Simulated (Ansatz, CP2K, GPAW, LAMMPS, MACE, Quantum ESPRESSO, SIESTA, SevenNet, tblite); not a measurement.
**Other levels on amorphous Cd8Zn24Te9S23 (64 atoms)**

Density of this cell: 4.60 g/cm³. The cell holds 64 atoms: 8 Cd, 24 Zn, 9 Te and 23 S. Cell: a = 11.623 Å, b = 11.623 Å, c = 11.623 Å, α = 90.0°, β = 90.0°, γ = 90.0°. 64 atoms (8 Cd, 24 Zn, 9 Te, 23 S) placed at random at 4.61 g/cm³, melted at 2500 K for 10 ps at fixed volume with the Stillinger-Weber II-VI potential (Zhou et al., Phys. Rev. B 88, 085309 (2013)). Quenched from 2500 K to 300 K at 100 K/ps and fixed volume, held 5 ps.

Geometry: as built.

The reference, a calculation:

| Property | Result |
| --- | --- |
| method | Kohn-Sham DFT, PBE, PAW, plane waves (Ansatz 0.2.0); cutoff 420 eV, Γ point, fermi-dirac smearing of 0.05 eV; PAW set soft_2 |
| r.m.s. force component | 0.4537 eV/Å |
| longest force | 1.674 eV/Å |
| pressure | -0.9344 GPa |
| SCF cycles | 12 |
| time | 16 s on 8 threads of Arm Neoverse V2, shared host |
| CPU time | 1.9 min |

Runs, in no order:
A. MACE MP-0b2 small potential: machine-learned interatomic potential MACE MP-0b2 small, trained on PBE(+U) plane-wave data
B. SIESTA PBEsol, DZP, shift 0.01 Ry, mesh 500 Ry: Kohn-Sham DFT, PBEsol, PseudoDojo 0.4.1 norm-conserving pseudopotentials (converted to PSML), numerical atomic orbitals (DZP), diagonalisation
C. GPAW PBE, grid h 0.18 Å: Kohn-Sham DFT, PBE, PAW, finite differences on a real-space grid
D. CP2K PBE, DZVP-UZH, 800/50 Ry, diagonalisation: Kohn-Sham DFT, PBE, GTH-PBE pseudopotentials, Gaussian and plane waves, DZVP-MOLOPT (UZH set), diagonalisation
E. QE PBE, sssp-1.3.0-efficiency, 45/360 Ry: Kohn-Sham DFT, PBE, SSSP efficiency 1.3.0 pseudopotentials, plane waves

**Question.** Rank the runs by how far their forces lie from the reference's, least first.

E, C, D, B, A.

```
                                              run  Δ force, r.m.s. (meV/Å)  share of r.m.s. force (%)  CPU time
      E. QE PBE, sssp-1.3.0-efficiency, 45/360 Ry                     9.85                       2.17    21 min
                       C. GPAW PBE, grid h 0.18 Å                     17.6                       3.88    68 min
D. CP2K PBE, DZVP-UZH, 800/50 Ry, diagonalisation                     34.9                       7.70   8.5 min
B. SIESTA PBEsol, DZP, shift 0.01 Ry, mesh 500 Ry                      112                       24.7   5.4 min
                   A. MACE MP-0b2 small potential                      202                       44.4       6 s
```

Machine-learned potentials mimic data converged in k, so the reference's own k-point error enters their differences. The network of bonds at the start is that of the classical potential that made the cell, and needn't be the one that DFT or experiment would give. The electronic-structure runs sample only Γ, in a cell whose shortest periodic width is 12 Å, which is coarse for a cell with partly filled levels.

[Logs are printed without paths, hosts, clocks, repeated set-up lines and the standing remarks that a program may print on its own settings, such as how far it seeks lower states.]

[Hosts, paths, dates, database ids (printed as entryN), source tags and the programs' standing remarks are cut or masked in the printed files.]
